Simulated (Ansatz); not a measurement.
# LiTaS3 (model cell, started as cubic perovskite with Ta in the octahedra): following an unstable mode, part 3 of 3

Aim: this structure of LiTaS3 (model cell, started as cubic perovskite with Ta in the octahedra) is to be tested for unstable modes, and one is followed downhill.

Ansatz 0.2.0; DFT PBEsol, scalar-relativistic, plane waves, PAW; PAW set soft_1.

So far. Step 5 (Energy along the mode, all amplitudes (two of the runs …): The lowest of the steps tried is the last one, at 0.6 Å, 23.3 meV/atom below the parent; the bottom of the well need not coincide with a step. Step 7 (The new phase in its own primitive cell): The largest force component left is 0.28 meV/Å and the pressure is 0.001 GPa, within the tolerances set. The cell now holds 22.21 Å³/atom. The relaxed cell has a, b, c = 9.676, 4.837, 4.747 Å (conventional setting).

The structure was built from a prototype and need not be the compound's stable phase.

### 8. Modes of the new phase, k-mesh 4×8×8

A relaxed structure may still be a saddle point, so its zone-centre modes are computed. No field response is asked, since the mesh shows no gap.

Input file input.yaml:

```yaml
crystal:
  lattice:
    - [9.6755139533, 0.0, 0.0]
    - [0.0, 4.8366792594, 0.0]
    - [0.0, 0.0, 4.7468150391]
  atoms:
    - { symbol: Li, position: [0.75, 0.0, 0.6118208976] }
    - { symbol: Li, position: [0.25, 0.0, 0.3881791024] }
    - { symbol: Ta, position: [0.0, 0.5, 0.5] }
    - { symbol: Ta, position: [0.5, 0.5, 0.5] }
    - { symbol: S, position: [0.75, 0.5, 0.5000485349] }
    - { symbol: S, position: [0.25, 0.5, 0.4999514651] }
    - { symbol: S, position: [0.0, 0.5, 0.0] }
    - { symbol: S, position: [0.5, 0.5, 0.0] }
    - { symbol: S, position: [0.0, 0.0, 0.5] }
    - { symbol: S, position: [0.5, 0.0, 0.5] }
kpoints:
  mp_grid: { grid: [4, 8, 8] }
hamiltonian:
  xc: pbesol
  pseudopotentials: { kind: paw, azcp: { folder: soft_1 }, xc_functional: pbe }
scf:
  occupations: { method: methfessel_paxton, width: 0.2 }
output:
  eigenvalues: true
phonons:
  method: dfpt
```

Command:

```bash
$ ansatz run input.yaml --threads 8 --pin off --max-ram 16384MiB --backend cpu --events-out ev --progress --plain --runs-dir out
```

Numbers of over 12 decimals in the logs are rounded to 6 here.

The program printed:

```text
zone centre: on kpoints.mp_grid the ground state, and the responses unless they are solved on pairs of k-points, stand on 90 of the mesh's 256 k-points, reduced under 2 symmetry operations, with k and −k counted as one. Each operation leaves every solved displacement unchanged or reverses it
[...]
Crystal: 10 atoms, lattice volume = 222.138 Å³
Basis set: ecut = 420 eV, 4307 PW (Γ), exchange–correlation on 144×72×64 points (8 copies of the dense FFT grid, shifted against one another)
Bands: 44, of which v1, the nominal top of the filled ones, is band 34 counted from 1 (33 counted from 0)
Symmetry: 8 space group operations
k-points: 90 of 256 (irreducible under 2 space group operations, time reversal used)
[...]
SCF iter   1: F=—  HF=-25339.445880 eV  |F-HF|=—  |Δ(HF+E_count)|=         —  Δρ=3.09e-2  dr2=3.62e0  ethr=3.10e-3  ⟨swp⟩=7.8  Hψ=18076  notcnv=0
[...]
SCF iter  11: F=-25338.587277 eV  HF=-25338.587277 eV  |F-HF|=3.64e-12  |Δ(HF+E_count)|=  3.64e-12  S|Δr|=    0.00e0  Δρ=4.75e-8  dr2=6.82e-12  ethr=1.00e-12  ⟨swp⟩=15.4  Hψ=24771  notcnv=0
SCF 1 converged in 11 iterations: F = -25338.587277 eV  dr2 = 6.82e-12
[...]
DFPT response loops at Γ: preconditioner auto → Kerker (q_TF=auto, 2.240 Å⁻¹) (partly filled bands, converged f_vac=0.126); β = 1.00, the filter's whole step (`scf.mixing.beta` (0.50) is not read by the response loops under this deck's `scf.mixing.preconditioner`; to damp them name `kerker` or `kerker_dos`, under which they read `scf.mixing.beta`, and type it under 1.00, their step now; both keys bind the ground state too); Broyden in place of MSR1
SCF converged after 11 iterations
[...]
Free energy (F): -25338.587277 eV
[...]
Internal energy: -25338.576985 eV  (E = F + TS)
E sigma→0 (E₀):  -25338.584704 eV
Entropy (-TS):   -0.010292 eV (-1.029 meV/atom)
Fermi energy:    5.510340 eV
[...]
--- Band table (eV; the first three rows and the last of 90) ---
  k-point 0: bands = [... 30 lower, 4.7266, 4.8022, 4.8385, 4.8486, 4.8845, 4.9197, 4.9214, 4.9850, ... 6 higher]
  k-point 1: bands = [... 30 lower, 4.2655, 4.2747, 4.3239, 4.3945, 4.7451, 5.8271, 5.8272, 5.8655, ... 6 higher]
  k-point 2: bands = [... 30 lower, 4.0704, 4.1202, 4.1785, 4.7633, 5.0127, 6.8639, 6.8643, 6.8929, ... 6 higher]
  k-point 89: bands = [... 30 lower, 4.8261, 4.8261, 5.7101, 5.7101, 7.6905, 7.6905, 8.2197, 8.2197, ... 6 higher]
--- Phonons (Γ-DFPT): 15 representative perturbations + reference, on 90 of 256 k-points (Σ response iterations 51) ---
  k mesh reduced under 2 symmetry operations, with k and −k counted as one. Each operation leaves every solved displacement unchanged or reverses it
  ASR residual: 5.272e-5 → 0.000e0 eV/Å²; symmetrization residual: 2.019e-5 eV/Å²
  ASR residual per site (eV/Å²): 8.91e-6 8.91e-6 5.27e-5 5.27e-5 3.37e-5 3.37e-5 1.44e-5 1.44e-5 3.73e-5 3.73e-5
  Γ frequencies (cm⁻¹): -13.31 0.00 0.00 0.00 23.65 37.78 62.71 73.55 93.07 94.80 94.97 98.79 99.88 112.66 113.54 132.22 140.01 148.42 161.01 234.45 291.71 316.19 318.63 323.66 332.04 335.47 335.92 349.84 350.94 422.99
  non-analytic LO–TO correction: not included (Born effective charges unavailable; polar crystals: no LO–TO splitting at Γ)
```

Wall time 3.1 min (8 threads of Arm Neoverse V2, shared host); peak memory 2.9 GiB.

Numbers from this step:

| Item | Value |
| --- | --- |
| sum-rule residual before enforcement | 5.27e-5 eV/Å² |
| point group | mmm |
| highest optical mode at the zone centre (no LO-TO term) | 423.0 cm⁻¹ |
| lowest optical zone-centre mode | -13.31 cm⁻¹ |

Patterns of degenerate modes are one choice out of their space. The modes at Γ (shares of kinetic energy by element, %) (negative means imaginary):

```csv
mode,frequency (cm⁻¹),symmetry,Li %,Ta %,S %
1,-13.3,B3u,0,95,5
2,0.0,acoustic,2,64,34
3,0.0,acoustic,2,64,34
4,0.0,acoustic,2,64,34
5,23.6,Au,0,90,10
6,37.8,B1u,3,34,62
7,62.7,B1u,80,5,16
8,73.5,B3u,2,3,96
9,93.1,Ag,96,0,4
10,94.8,B3u,6,33,61
11,95.0,B2u,7,33,60
12,98.8,B1u,4,1,95
13,99.9,Au,0,8,92
14,112.7,B2u,14,0,86
15,113.5,B3u,14,1,85
16,132.2,B1u,5,37,58
17,140.0,Ag,4,0,96
18,148.4,B3g,23,0,77
19,161.0,B1u,3,48,49
20,234.4,B1u,3,9,88
21,291.7,B2g,98,0,2
22,316.2,B3u,64,1,35
23,318.6,B2u,63,1,36
24,323.7,B3g,77,0,23
25,332.0,B3u,1,2,97
26,335.5,B1u,0,2,98
27,335.9,Au,0,2,98
28,349.8,B2u,13,1,85
29,350.9,B3u,11,2,88
30,423.0,B2g,2,0,98
```

Displacements in mode 1 (-13.3 cm⁻¹), the largest set to 1:
```
Li1  0.10  0.00  0.00
Li2  0.10  0.00  0.00
Ta3  0.00  0.00 -1.00
Ta4  0.00  0.00  1.00
S5   0.00  0.00  0.00
S6   0.00  0.00  0.00
S7   0.00  0.00 -0.47
S8   0.00  0.00  0.47
S9   0.00  0.00 -0.27
S10  0.00  0.00  0.27
```

Displacements in mode 7 (62.7 cm⁻¹), the largest set to 1:
```
Li1  0.00  0.00  1.00
Li2  0.00  0.00  1.00
Ta3 -0.05  0.00  0.00
Ta4  0.05  0.00  0.00
S5   0.00  0.00  0.00
S6   0.00  0.00  0.00
S7  -0.04  0.00 -0.04
S8   0.04  0.00 -0.04
S9  -0.13  0.00 -0.15
S10  0.13  0.00 -0.15
```

Before it was imposed, the acoustic sum rule was missed by 5.3e-5 eV/Å². Small misses are needed for a sound result but don't prove that mesh and cutoff are converged. The lowest optical mode is imaginary, 13.3i cm⁻¹, so the energy falls along it.

### 9. The phases reached

The phases reached along the modes that were followed are set side by side.

Energies are those of the first relaxation, on the mesh of the frozen mode; space group, volume and gap are those of the last relaxation. Phases, by row:

| mode frozen in | space group | energy from parent (meV/atom) | volume (Å³/atom) | gap on mesh (eV) | lowest zone-centre optical mode (cm⁻¹) | largest shift (Å) |
| --- | --- | --- | --- | --- | --- | --- |
| parent | Pm-3m | 0 | 21.71 | 0 | – | – |
| q = (0, 0, 0), 177i cm⁻¹ | P4mm | -77.43 | 22.18 | 0 | 49.5 | 1.413 |
| q = (0, 0, 0), 177i cm⁻¹ | R3m | -52.12 | 22.01 | 0 | -32.6 | 0.938 |
| q = (0, 0, 0), 177i cm⁻¹ | Amm2 | -56.46 | 22.14 | 0 | -114.4 | 1.005 |
| q = (0, 0, -0.5), 170i cm⁻¹ | Cmcm | -42.21 | 21.93 | 0 | -160.1 | 1.094 |
| q = (0, 0, -0.5), 170i cm⁻¹ | Pmma | -75.91 | 22.21 | 0 | -13.3 | 1.844 |
| q = (0, 0, -0.5), 170i cm⁻¹ | Pmma | -75.91 | 22.21 | 0 | -13.3 | 1.843 |

### 10. Outcome

* unstable mode of the parent: q = (0, 0, -0.5), 170i cm⁻¹
* depth at the lowest point sampled: 23.3 meV/atom
* largest atomic shift at that point: 0.6 Å
* space group reached (within 0.01 Å): Pmma
* energy gained over the parent (first relaxation, on the mesh of the frozen mode): 75.9 meV/atom
* volume per atom, phase reached: 22.2 Å³
* lowest optical zone-centre mode, phase reached: -13.3 cm⁻¹
* highest optical mode at the zone centre (no LO-TO term), phase reached: 423 cm⁻¹

In words: Along this mode the structure falls into Pmma, 75.9 meV/atom below the parent. At the parent's cell the well is 23.34 meV/atom deep on the steps tried, with its lowest point at a shift of 0.6 Å. That is the last step tried, so the steps alone don't bracket the bottom of the well. Relaxing atoms and cell changes the gain by +52.57 meV/atom against the lowest step (energies at zero smearing). Most of the total comes from this relaxation. The new phase still has an imaginary mode at the zone centre of its cell, so it is a saddle point on the way to a lower structure. Of the 6 patterns followed to their end from this parent, this one ends 1.53 meV/atom above the lowest, P4mm. Each path keeps the symmetry of its pattern, so a lower phase may lie along a pattern not tried. With no gap, or one that is small against the smearing, the frequencies hang on the k mesh and the smearing, most of all near Kohn anomalies. Spin-orbit coupling is left out, which can matter for the heavy elements here. The PAW files were made for PBE and serve the other functionals too. A phonon run warned that its eigensolver left some bands unconverged in a pass. The starting cell was built on a prototype and not taken from a measurement, so the phase need not exist.

[Logs are printed without paths, hosts, clocks, repeated set-up lines and the standing remarks that a program may print on its own settings, such as how far it seeks lower states.]

[Hosts, paths, dates, database ids (printed as entryN), source tags and the programs' standing remarks are cut or masked in the printed files.]
